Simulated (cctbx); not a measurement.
## Occupancies in Tl2IBrF6

Cell a = 9.5200 Å, b = 9.5200 Å, c = 9.5200 Å, α = 90.00°, β = 90.00°, γ = 90.00°; space group Fm-3m (no. 225); nominal formula Tl2IBrF6.

The data are simulated with cctbx, not measured: synchrotron X-rays, λ = 0.7749 Å, to d = 0.6 Å, 70 % of the full sphere, strongest reflection 5000 counts, noise from counting, a 6 % proportional error and a noise floor of 4 counts (s.d.); no absorption.

With every site full:

```text
Rint 0.065, 143 unique reflections to 0.60 A
cycle     R1     wR2    GooF  max shift (A)
   1  0.4492  0.8085  26.540   0.02326
   3  0.1439  0.3221  10.572   0.00002
final R1 0.1440 wR2 0.3221 GooF 10.572  parameters 6  data/parameter 23.8
atom        x        y        z      Ueq    occ   su(xyz)  su(Uiso or U11)
Tl1    0.25000  0.25000  0.75000   0.0085  1.000  0.00000  0.0012
I1     0.00000  0.00000  0.00000  -0.0117  1.000  0.00000  0.0010  NPD
Br1    0.50000  0.00000  0.00000  -0.0125  1.000  0.00000  0.0012  NPD
F1     0.23246  0.00000  0.00000  -0.0012  1.000  0.00283  0.0075  NPD
difference map: max 66.93 min -6.46 rms 2.66
Q1    0.0000  0.0000  0.0000    4   66.93  0.00 A from I1
Q2    0.0000  0.0000  0.5000    4   34.62  0.00 A from Br1
Q3    0.2500  0.2500  0.2500    8   29.20  0.00 A from Tl1
Q4    0.0000  0.0000  0.2070   24   10.69  0.24 A from F1
Q5    0.0369  0.2500  0.2500   48    6.18  2.03 A from Tl1
Q6    0.0000  0.1422  0.1422   48    2.96  1.60 A from F1
```

With the occupancies of the suspect sites free, each still typed as its main element:

```text
Rint 0.065, 143 unique reflections to 0.60 A
cycle     R1     wR2    GooF  max shift (A)
   1  0.4031  0.7411  24.418   0.00729
  11  0.0130  0.0263   0.865   0.00012
final R1 0.0130 wR2 0.0262 GooF 0.864  parameters 7  data/parameter 20.4
atom        x        y        z      Ueq    occ   su(xyz)  su(Uiso or U11)
Tl1    0.25000  0.25000  0.75000   0.0033  0.607  0.00000  0.0001
I1     0.00000  0.00000  0.00000   0.0033  1.000  0.00000  0.0001
Br1    0.50000  0.00000  0.00000   0.0051  1.000  0.00000  0.0001
F1     0.22906  0.00000  0.00000   0.0080  1.000  0.00022  0.0007
su of occupancy Tl1: 0.003
difference map: max 0.56 min -0.72 rms 0.16
Q1    0.2194  0.2194  0.2194   32    0.56  0.50 A from Tl1
Q2    0.0000  0.1609  0.1609   48    0.55  1.66 A from F1
Q3    0.0000  0.2500  0.2500   24    0.51  2.38 A from Tl1
Q4    0.1419  0.1419  0.1419   32    0.48  1.78 A from Tl1
Q5    0.0371  0.0897  0.3084  192    0.39  1.19 A from F1
Q6    0.0870  0.0870  0.1834   96    0.38  1.25 A from F1
```

**Question.** What is the disorder?

X-rays count electrons. Tl1 refines to 0.607(0.003), or 49.2 electrons; the site truly holds 0.6 Tl, 48.6 electrons, which is 0.600 of Tl. A value under 1 can't tell vacancies from a lighter guest, and one over 1 needs a heavier guest; chemistry or a second radiation must settle which. Occupancy correlates with U and the scale, so the match is approximate.

Freeing them takes R1 from 0.1440 to 0.0130 and GooF from 10.57 to 0.86.

The model is made up (kin elements in a known structure type, no relaxation), so it says nothing on whether the phase exists.

[Middle refinement cycles are left out of these outputs.]

[Logs are printed without paths, hosts, clocks, repeated set-up lines and the standing remarks that a program may print on its own settings, such as how far it seeks lower states.]
